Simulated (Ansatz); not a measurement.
# Y (model cell, started as body-centred cubic): following an unstable mode, part 2 of 2

Aim: this structure of Y (model cell, started as body-centred cubic) is to be tested for unstable modes, and one is followed downhill.

Ansatz 0.2.0; DFT PBEsol, scalar-relativistic, plane waves, PAW; PAW set soft_1.

So far, highest frequency on the path or at a solved wavevector (cm⁻¹): step 2 (phonons on a q mesh) 140. Also lowest frequency on the path (cm⁻¹): step 2 -73.1.

This is not the structure that Y takes at ambient pressure and room temperature (hexagonal, No. 194); it is a model or a phase of other conditions.

### 6. Relaxation from the frozen mode

Starting from the lowest point found, all atoms and the cell are let go, so that strain and other modes of the same symmetry can join in.

The input, input.yaml:

```yaml
crystal:
  lattice:
    - [-1.9863909042, 1.9863909042, 1.9863909042]
    - [0.0, -3.9727818084, 3.9727818084]
    - [5.9591727126, 1.9863909042, 1.9863909042]
  atoms:
    - { symbol: "Y", position: [-0.0588551801, 0.0, 0.0087577873] }
    - { symbol: "Y", position: [0.8088551801, 0.5, 0.2412422127] }
    - { symbol: "Y", position: [0.5588551801, 0.0, 0.4912422127] }
    - { symbol: "Y", position: [0.1911448199, 0.5, 0.7587577873] }
kpoints:
  mp_grid: { grid: [12, 8, 8] }
hamiltonian:
  xc: pbesol
  pseudopotentials: { kind: paw, azcp: { folder: soft_1 }, xc_functional: pbe }
scf:
  occupations: { method: methfessel_paxton, width: 0.2 }
output:
  forces: true
  stress: true
  eigenvalues: true
relax:
  adjacent_minimum: "off"
  f_tol: 0.002
  max_steps: 120
  cell: { stress_tol: 0.03 }
```

Launch:

```bash
ansatz run input.yaml --threads 8 --pin off --max-ram 16384MiB --backend cpu --events-out ev --progress --plain --runs-dir out
```

Numbers of over 12 decimals in the logs are rounded to 6 here.

What it wrote:

```text
[...]
Crystal: 4 atoms, lattice volume = 125.405 Å³
Basis set: ecut = 420 eV, 2459 PW (Γ), exchange–correlation on 48×80×90 points (8 copies of the dense FFT grid, shifted against one another)
Bands: 27, of which v1, the nominal top of the filled ones, is band 22 counted from 1 (21 counted from 0)
Symmetry: 4 space group operations
[...]
k-points: 250 of 768
[...]
SCF iter   1: F=—  HF=-15180.115131 eV  |F-HF|=—  |Δ(HF+E_count)|=         —  Δρ=1.61e-2  dr2=8.12e-1  ethr=3.10e-3  ⟨swp⟩=4.8  Hψ=26784  notcnv=0
[...]
SCF iter   7: F=-15179.916459 eV  HF=-15179.916459 eV  |F-HF|=1.21e-9  |Δ(HF+E_count)|=   2.59e-8  S|Δr|=    0.00e0  Δρ=1.98e-6  dr2=5.71e-9  ethr=2.27e-10  ⟨swp⟩=5.8  Hψ=24778  notcnv=0
SCF 1 converged in 7 iterations: F = -15179.916459 eV  dr2 = 5.71e-9
[...]
relax step   1: F+E_penalty+E_count = -15179.91645901 eV  Δ(F+E_penalty+E_count) = +0.000e0 eV  max|allowed force component| = 2.029e-1 eV/Å  Δτ_max = 0.0000 Å  P = -0.171 GPa  Ω = 125.405 Å³  (7 SCF iters, dr2 threshold 1.00e-7 eV, accepted)
Crystal: 4 atoms, lattice volume = 125.301 Å³
Basis set: ecut = 420 eV, 2455 PW (Γ), exchange–correlation on 48×80×90 points (8 copies of the dense FFT grid, shifted against one another)
[...]
iter 1 solved again at ethr=4.21e-5 eV; its pass at ethr=3.10e-3 eV (dr2=1.85e-2 eV) is discarded
[...]
SCF iter   6: F=-15180.090445 eV  HF=-15180.090445 eV  |F-HF|=7.06e-10  |Δ(HF+E_count)|=   1.36e-8  S|Δr|=    0.00e0  Δρ=3.37e-6  dr2=1.39e-8  ethr=9.09e-10  ⟨swp⟩=5.2  Hψ=26118  notcnv=0
SCF 2 converged in 6 iterations: F = -15180.090445 eV  dr2 = 1.39e-8
relax step   2: F+E_penalty+E_count = -15180.09044457 eV  Δ(F+E_penalty+E_count) = -1.740e-1 eV  max|allowed force component| = 2.239e-1 eV/Å  Δτ_max = 0.1813 Å  P = -0.447 GPa  Ω = 125.301 Å³  energy of the carried Pulay correction = +2.579e-6 eV  (6 SCF iters, dr2 threshold 4.00e-7 eV, accepted)
Crystal: 4 atoms, lattice volume = 124.812 Å³
Basis set: ecut = 420 eV, 2427 PW (Γ), exchange–correlation on 48×80×90 points (8 copies of the dense FFT grid, shifted against one another)
[...]
SCF iter   6: F=-15180.184853 eV  HF=-15180.184853 eV  |F-HF|=1.75e-9  |Δ(HF+E_count)|=   1.09e-8  S|Δr|=    0.00e0  Δρ=2.74e-6  dr2=9.77e-9  ethr=9.09e-10  ⟨swp⟩=5.4  Hψ=26947  notcnv=0
SCF 3 converged in 6 iterations: F = -15180.184853 eV  dr2 = 9.77e-9
relax step   3: F+E_penalty+E_count = -15180.18485324 eV  Δ(F+E_penalty+E_count) = -9.441e-2 eV  max|allowed force component| = 2.532e-1 eV/Å  Δτ_max = 0.1954 Å  P = -0.320 GPa  Ω = 124.812 Å³  energy of the carried Pulay correction = +1.482e-5 eV  (6 SCF iters, dr2 threshold 4.00e-7 eV, accepted)
[...]
relax step   4: F+E_penalty+E_count = -15180.21291928 eV  Δ(F+E_penalty+E_count) = -2.807e-2 eV  max|allowed force component| = 7.931e-2 eV/Å  Δτ_max = 0.0967 Å  P = +0.466 GPa  Ω = 122.466 Å³  energy of the carried Pulay correction = +7.464e-5 eV  (5 SCF iters, dr2 threshold 4.00e-7 eV, accepted)
[...]
relax step   5: F+E_penalty+E_count = -15180.22038410 eV  Δ(F+E_penalty+E_count) = -7.465e-3 eV  max|allowed force component| = 1.820e-2 eV/Å  Δτ_max = 0.0291 Å  P = -0.095 GPa  Ω = 124.266 Å³  energy of the carried Pulay correction = +2.858e-5 eV  (5 SCF iters, dr2 threshold 4.00e-7 eV, accepted)
[...]
relax step   6: F+E_penalty+E_count = -15180.22109272 eV  Δ(F+E_penalty+E_count) = -7.086e-4 eV  max|allowed force component| = 5.311e-3 eV/Å  Δτ_max = 0.0127 Å  P = +0.005 GPa  Ω = 123.960 Å³  energy of the carried Pulay correction = +3.632e-5 eV  (5 SCF iters, dr2 threshold 1.21e-7 eV, accepted)
[...]
relax step   7: F+E_penalty+E_count = -15180.22117537 eV  Δ(F+E_penalty+E_count) = -8.265e-5 eV  max|allowed force component| = 1.857e-3 eV/Å  Δτ_max = 0.0050 Å  P = +0.005 GPa  Ω = 123.979 Å³  energy of the carried Pulay correction = +3.585e-5 eV  (6 SCF iters, dr2 threshold 8.10e-9 eV, accepted)
Basis set: ecut = 420 eV, 2415 PW (Γ), exchange–correlation on 48×80×96 points (8 copies of the dense FFT grid, shifted against one another)
[...]
SCF iter   4: F=-15180.221129 eV  HF=-15180.221129 eV  |F-HF|=5.46e-12  |Δ(HF+E_count)|=  1.09e-11  S|Δr|=    0.00e0  Δρ=4.23e-8  dr2=2.23e-12  ethr=1.00e-12  ⟨swp⟩=5.1  Hψ=26843  notcnv=0
SCF 8 converged in 4 iterations: F = -15180.221129 eV  dr2 = 2.23e-12
relax step   8: F+E_penalty+E_count = -15180.22112873 eV  Δ(F+E_penalty+E_count) = +4.664e-5 eV  max|allowed force component| = 1.856e-3 eV/Å  Δτ_max = 0.0000 Å  P = +0.004 GPa  Ω = 123.979 Å³  stress off target by 2.19e-2 GPa  SCF on the basis re-selected at this cell (its energy is not comparable with the rows above)  (4 SCF iters)
basis re-selected at this cell: Δ(F+E_penalty+E_count) = +4.664e-5 eV, ΔP = -0.000 GPa vs the last step (what re-selecting the basis moved, of the pressure what is left beyond the Pulay correction that the steps carried, after the strain that the cell walked since its last selection, with what the two solves' SCF thresholds leave and, on support functions, any second-order correction that the steps lacked; it is no measure of the basis error at this ecutwfc). The dense FFT grid was sized anew with the basis: this SCF ran on 24×40×48 points, the steps before it on 24×40×45, so part of this shift can come from that change (see relax.cell in the input reference). [rest of the remark cut]
SCF converged after 4 iterations
[...]
Free energy (F): -15180.221129 eV
[...]
Internal energy: -15180.218192 eV  (E = F + TS)
E sigma→0 (E₀):  -15180.220394 eV
Entropy (-TS):   -0.002937 eV (-0.734 meV/atom)
Fermi energy:    9.876650 eV
[...]
--- Forces (eV/Å), atoms counted from 1 ---
  atom   1  Y     -0.00185576    -0.00130524    -0.00130524
  atom   2  Y      0.00185576     0.00130524     0.00130524
  atom   3  Y      0.00170585    -0.00027537    -0.00027537
  atom   4  Y     -0.00170585     0.00027537     0.00027537
  max |Σ_I F_I| component: 0.00e0 eV/Å
--- Stress (GPa, compression-positive) ---
        0.006965      -0.000234      -0.000234
       -0.000234       0.003208      -0.018688
       -0.000234      -0.018688       0.003208
  P = ⅓ Tr σ = 0.0045 GPa (0.045 kbar)
--- Band table (eV; the first three rows and the last of 250) ---
  k-point 0: bands = [... 18 lower, 8.5266, 8.7525, 9.5900, 9.8927, 10.1525, 10.4246, 11.2587, 11.5330, ... 1 higher]
  k-point 1: bands = [... 18 lower, 8.1551, 8.9728, 9.6405, 9.8755, 10.2855, 10.4750, 11.1740, 11.4234, ... 1 higher]
  k-point 2: bands = [... 18 lower, 8.3293, 9.0252, 9.7877, 9.9263, 10.4250, 10.6229, 10.9487, 11.2757, ... 1 higher]
  k-point 249: bands = [... 18 lower, 8.9385, 8.9385, 9.6265, 9.6265, 10.0772, 10.0772, 11.0587, 11.0587, ... 1 higher]
--- Relaxed structure (7 steps of the walk, 7 accepted, 1 SCFs on fresh bases) ---
  F+E_penalty+E_count = -15180.22112873 eV   max|allowed force component| = 1.856e-3 eV/Å   (the final SCF, on the basis selected at the relaxed cell)
  cell:  # Å, volume = 123.9788 Å³
    - [-2.138859, 1.950272, 1.950272]
    - [0.0, -3.861157, 3.861157]
    - [6.207682, 1.845824, 1.845824]
  atoms:
    - { symbol: Y, position: [-0.189377, 1.3877787807814457e-17, -0.00390771] }
    - { symbol: Y, position: [0.939377, 0.500000, 0.253908] }
    - { symbol: Y, position: [0.549524, -5.551115123125783e-17, 0.474144] }
    - { symbol: Y, position: [0.200476, 0.5, 0.775856] }
```

Run time: 52 s. Hardware: 8 threads of Arm Neoverse V1, shared host; peak memory 0.98 GiB; 6.7 min of CPU time.

The steps of the relaxation:

```
step  energy less that of the first step (eV)  largest force component (eV/Å)  pressure (GPa)  volume (Å³)
   1                                   0.0000                          0.2029           -0.17       125.40
   2                                  -0.1740                          0.2239           -0.45       125.30
   3                                  -0.2684                          0.2532           -0.32       124.81
   4                                  -0.2965                          0.0793            0.47       122.47
   5                                  -0.3039                          0.0182           -0.09       124.27
   6                                  -0.3046                          0.0053            0.00       123.96
   7                                  -0.3047                          0.0019            0.00       123.98
  8*                                  -0.3047                          0.0019            0.00       123.98
```

Relaxation steps marked * repeat the geometry before them on a plane-wave basis chosen anew for their cell, so energy and pressure can jump there.

The run keeps the 4 symmetry operations that it works with, so distortions that break them were not tested.

```
     cell as run  before   after  change
           a (Å)   3.441   3.490  +1.4 %
           b (Å)   5.618   5.461  -2.8 %
           c (Å)   6.588   6.734  +2.2 %
           β (°)  100.02  104.99  +5.0 %
volume (Å³/atom)   31.35   30.99  -1.1 %
```

The atoms that moved most (Å, as changes of fractional coordinates times the final cell):

```
atom      dx      dy      dz  length
  Y1   0.201  -0.278  -0.278   0.441
  Y2  -0.201   0.278   0.278   0.441
  Y4   0.086   0.050   0.050   0.111
  Y3  -0.086  -0.050  -0.050   0.111
```

Final coordinates:

```cif
data_structure
_symmetry_space_group_name_H-M 'P 1'
_symmetry_Int_Tables_number 1
_cell_length_a 3.4902
_cell_length_b 5.4605
_cell_length_c 6.7342
_cell_angle_alpha 90.000
_cell_angle_beta 104.986
_cell_angle_gamma 90.000
_cell_volume 123.98
loop_
_atom_site_label
_atom_site_type_symbol
_atom_site_fract_x
_atom_site_fract_y
_atom_site_fract_z
_atom_site_occupancy
Y1 Y 0.81062 0.00000 0.99609 1
Y2 Y 0.93938 0.50000 0.25391 1
Y3 Y 0.54952 0.00000 0.47414 1
Y4 Y 0.20048 0.50000 0.77586 1
```

This step gave:

```
pressure        : 0.004461 GPa
volume per atom : 30.99 Å³
```

The distorted start has space group P2_1/m; the relaxation ends in Cmcm.

### 7. The new phase in its own primitive cell

The relaxed structure is symmetrised, reduced to its primitive cell and relaxed tightly, as its phonons need.

input.yaml, the sections that differ from step 6:

```yaml
crystal:
  lattice:
    - [1.7451243631, -6.5051719829, 0.0]
    - [1.7451243631, 6.5051719829, 0.0]
    - [0.0, 0.0, 5.4605009204]
  atoms:
    - { symbol: "Y", position: [0.5645303934, 0.4354696066, 0.75] }
    - { symbol: "Y", position: [0.4354696066, 0.5645303934, 0.25] }
    - { symbol: "Y", position: [0.8255045838, 0.1744954162, 0.75] }
    - { symbol: "Y", position: [0.1744954162, 0.8255045838, 0.25] }
kpoints:
  mp_grid: { grid: [12, 12, 8] }
relax:
  adjacent_minimum: "off"
  f_tol: 0.001
  max_steps: 60
  cell: { stress_tol: 0.01 }
# hamiltonian, scf, output: as in step 6
```

What it wrote:

```text
[...]
Crystal: 4 atoms, lattice volume = 123.979 Å³
Basis set: ecut = 420 eV, 2415 PW (Γ), exchange–correlation on 96×96×80 points (8 copies of the dense FFT grid, shifted against one another)
Bands: 27, of which v1, the nominal top of the filled ones, is band 22 counted from 1 (21 counted from 0)
Symmetry: 8 space group operations
[...]
k-points: 215 of 1152
[...]
--- Relaxed structure (2 steps of the walk, 2 accepted, 1 SCFs on fresh bases) ---
[...]
cell:  # Å, volume = 123.9949 Å³
    - [1.744911, -6.504887, 0.0]
    - [1.744911, 6.504887, 0.0]
    - [0.0, 0.0, 5.462113]
  atoms:
    - { symbol: Y, position: [0.564490, 0.435510, 0.750000] }
    - { symbol: Y, position: [0.435510, 0.564490, 0.25] }
    - { symbol: Y, position: [0.825437, 0.174563, 0.750000] }
    - { symbol: Y, position: [0.174563, 0.825437, 0.25] }
[key lines of the parts left out:]
SCF converged after 4 iterations
Free energy (F): -15180.221191 eV
Fermi energy:    9.875233 eV
P = ⅓ Tr σ = -0.0019 GPa (-0.019 kbar)
```

Elapsed: 15 s, on 8 threads; peak memory 0.94 GiB.

Little changed from the start: no atom moved by 0.005 Å and no cell edge by 0.1 %.

Numbers from this step:

| Item | Value |
| --- | --- |
| pressure | -0.001879 GPa |
| volume per atom | 31.00 Å³ |

The largest force component left is 0.27 meV/Å and the pressure is -0.002 GPa, within the tolerances set. The cell now holds 31.00 Å³/atom.

### 8. Modes of the new phase, k-mesh 12×12×8

A relaxed structure may still be a saddle point, so its zone-centre modes are computed. No field response is asked, since the mesh shows no gap.

input.yaml, the sections that differ from step 7:

```yaml
crystal:
  lattice:
    - [1.7449113135, -6.5048868209, 0.0]
    - [1.7449113135, 6.5048868209, 0.0]
    - [0.0, 0.0, 5.4621131687]
  atoms:
    - { symbol: "Y", position: [0.5644899, 0.4355101, 0.75] }
    - { symbol: "Y", position: [0.4355101, 0.5644899, 0.25] }
    - { symbol: "Y", position: [0.8254365779, 0.1745634221, 0.75] }
    - { symbol: "Y", position: [0.1745634221, 0.8254365779, 0.25] }
output:
  eigenvalues: true
phonons:
  method: dfpt
# kpoints, hamiltonian, scf: as in step 7
# relax: removed
```

What it wrote:

```text
zone centre: on kpoints.mp_grid the ground state, and the responses unless they are solved on pairs of k-points, stand on 215 of the mesh's 1152 k-points, reduced under 4 symmetry operations, with k and −k counted as one. Each operation leaves every solved displacement unchanged or reverses it
[...]
Crystal: 4 atoms, lattice volume = 123.995 Å³
Basis set: ecut = 420 eV, 2415 PW (Γ), exchange–correlation on 96×96×80 points (8 copies of the dense FFT grid, shifted against one another)
Bands: 27, of which v1, the nominal top of the filled ones, is band 22 counted from 1 (21 counted from 0)
Symmetry: 8 space group operations
k-points: 215 of 1152 (irreducible under 4 space group operations, time reversal used)
[...]
SCF iter   1: F=—  HF=-15180.478399 eV  |F-HF|=—  |Δ(HF+E_count)|=         —  Δρ=1.73e-2  dr2=1.19e0  ethr=3.10e-3  ⟨swp⟩=4.6  Hψ=22897  notcnv=0
[...]
SCF iter  10: F=-15180.221191 eV  HF=-15180.221191 eV  |F-HF|=0.00e0  |Δ(HF+E_count)|=    0.00e0  S|Δr|=    0.00e0  Δρ=1.64e-8  dr2=3.51e-13  ethr=1.00e-12  ⟨swp⟩=10.2  Hψ=28122  notcnv=0
SCF 1 converged in 10 iterations: F = -15180.221191 eV  dr2 = 3.51e-13
[...]
DFPT response loops at Γ: preconditioner auto → Kerker (q_TF=auto, 2.296 Å⁻¹) (partly filled bands, converged f_vac=0.000); β = 1.00, the filter's whole step (`scf.mixing.beta` (0.50) is not read by the response loops under this deck's `scf.mixing.preconditioner`; to damp them name `kerker` or `kerker_dos`, under which they read `scf.mixing.beta`, and type it under 1.00, their step now; both keys bind the ground state too); Broyden in place of MSR1
SCF converged after 10 iterations
[...]
Free energy (F): -15180.221191 eV
[...]
Internal energy: -15180.218366 eV  (E = F + TS)
E sigma→0 (E₀):  -15180.220485 eV
Entropy (-TS):   -0.002826 eV (-0.706 meV/atom)
Fermi energy:    9.875233 eV
[...]
--- Band table (eV; the first three rows and the last of 215) ---
  k-point 0: bands = [... 18 lower, 8.5249, 8.7516, 9.5866, 9.8913, 10.1512, 10.4228, 11.2541, 11.5302, ... 6 higher]
  k-point 1: bands = [... 18 lower, 8.3920, 8.6496, 9.8052, 9.8796, 10.2017, 10.5686, 11.0760, 11.4641, ... 6 higher]
  k-point 2: bands = [... 18 lower, 8.1790, 8.4080, 9.9779, 10.1818, 10.3852, 10.7907, 10.8413, 11.2456, ... 6 higher]
  k-point 214: bands = [... 18 lower, 7.6498, 7.6498, 9.9080, 9.9080, 10.3484, 10.3484, 10.8089, 10.8089, ... 6 higher]
--- Phonons (Γ-DFPT): 6 representative perturbations + reference, on 215 of 1152 k-points (Σ response iterations 18) ---
  k mesh reduced under 4 symmetry operations, with k and −k counted as one. Each operation leaves every solved displacement unchanged or reverses it
  ASR residual: 2.158e-5 → 0.000e0 eV/Å²; symmetrization residual: 1.748e-6 eV/Å²
  ASR residual per site (eV/Å²): 2.16e-5 2.16e-5 1.84e-5 1.84e-5
  Γ frequencies (cm⁻¹): 0.00 0.00 0.00 71.84 84.30 87.86 102.86 112.40 125.26 139.47 145.23 163.40
  non-analytic LO–TO correction: not included (Born effective charges unavailable; polar crystals: no LO–TO splitting at Γ)
```

Elapsed: 98 s, on 8 threads; peak memory 2.6 GiB; 12 min of CPU time.

Numbers from this step:

```yaml
sum_rule_residual_before_enforcement: 2.16e-5 eV/Å²
point_group: mmm
highest_optical_mode_at_the_zone_centre_no_lo_to_term: 163.4 cm⁻¹
lowest_optical_zone_centre_mode: 71.84 cm⁻¹
```

Patterns of degenerate modes are one choice out of their space. Modes at Γ:

```
mode  frequency (cm⁻¹)  symmetry
   1               0.0  acoustic
   2               0.0  acoustic
   3               0.0  acoustic
   4              71.8       B1g
   5              84.3        Ag
   6              87.9       B3g
   7             102.9       B1g
   8             112.4       B3u
   9             125.3       B1u
  10             139.5        Ag
  11             145.2       B2u
  12             163.4       B3g
```

Displacements in mode 4 (71.8 cm⁻¹), the largest set to 1:
```
Y1   1.00  0.00  0.00
Y2  -1.00  0.00  0.00
Y3  -0.41  0.00  0.00
Y4   0.41  0.00  0.00
```

Displacements in mode 9 (125.3 cm⁻¹), the largest set to 1:
```
Y1   0.00  0.00 -1.00
Y2   0.00  0.00 -1.00
Y3   0.00  0.00  1.00
Y4   0.00  0.00  1.00
```

Before it was imposed, the acoustic sum rule was missed by 2.2e-5 eV/Å². Small misses are needed for a sound result but don't prove that mesh and cutoff are converged. The lowest optical mode is real, 71.8 cm⁻¹.

### 9. The phases reached

The phases reached along the modes that were followed are set side by side.

Energies are those of the first relaxation, on the mesh of the frozen mode; space group, volume and gap are those of the last relaxation. Phases, by row:

```
               mode frozen in  space group  energy from parent (meV/atom)  volume (Å³/atom)  gap on mesh (eV)  lowest zone-centre optical mode (cm⁻¹)  largest shift (Å)
                       parent        Im-3m                              0             31.35                 0                                       –                  –
   q = (0, 0, -0.5), 73i cm⁻¹     P6_3/mmc                         -129.3              31.3                 0                                      90              0.518
q = (0, 0.25, 0.25), 65i cm⁻¹         Cmcm                         -90.95                31                 0                                    71.8              0.655
```

### 10. What came out

| Quantity | Value |
| --- | --- |
| unstable mode of the parent | q = (0, 0.25, 0.25), 65i cm⁻¹ |
| depth at the lowest point sampled | 14.3 meV/atom |
| largest atomic shift at that point | 0.22 Å |
| space group reached (within 0.01 Å) | Cmcm |
| energy gained over the parent (first relaxation, on the mesh of the frozen mode) | 90.9 meV/atom |
| volume per atom, phase reached | 31.0 Å³ |
| lowest optical zone-centre mode, phase reached | 71.8 cm⁻¹ |
| highest optical mode at the zone centre (no LO-TO term), phase reached | 163 cm⁻¹ |

Along this mode the structure falls into Cmcm, 90.9 meV/atom below the parent. At the parent's cell the well is 14.29 meV/atom deep on the steps tried, with its lowest point at a shift of 0.22 Å. Relaxing atoms and cell changes the gain by +76.66 meV/atom against the lowest step (energies at zero smearing). Most of the total comes from this relaxation. The new phase has no imaginary mode at the zone centre of its cell; other wavevectors were not checked. Of the 2 patterns followed to their end from this parent, this one ends 38.3 meV/atom above the lowest, P6_3/mmc. Each path keeps the symmetry of its pattern, so a lower phase may lie along a pattern not tried. With no gap, or one that is small against the smearing, the frequencies hang on the k mesh and the smearing, most of all near Kohn anomalies. The PAW files were made for PBE and serve the other functionals too. The starting cell was built on a prototype and not taken from a measurement, so the phase need not exist.

[Logs are printed without paths, hosts, clocks, repeated set-up lines and the standing remarks that a program may print on its own settings, such as how far it seeks lower states.]

[Hosts, paths, dates, database ids (printed as entryN), source tags and the programs' standing remarks are cut or masked in the printed files.]
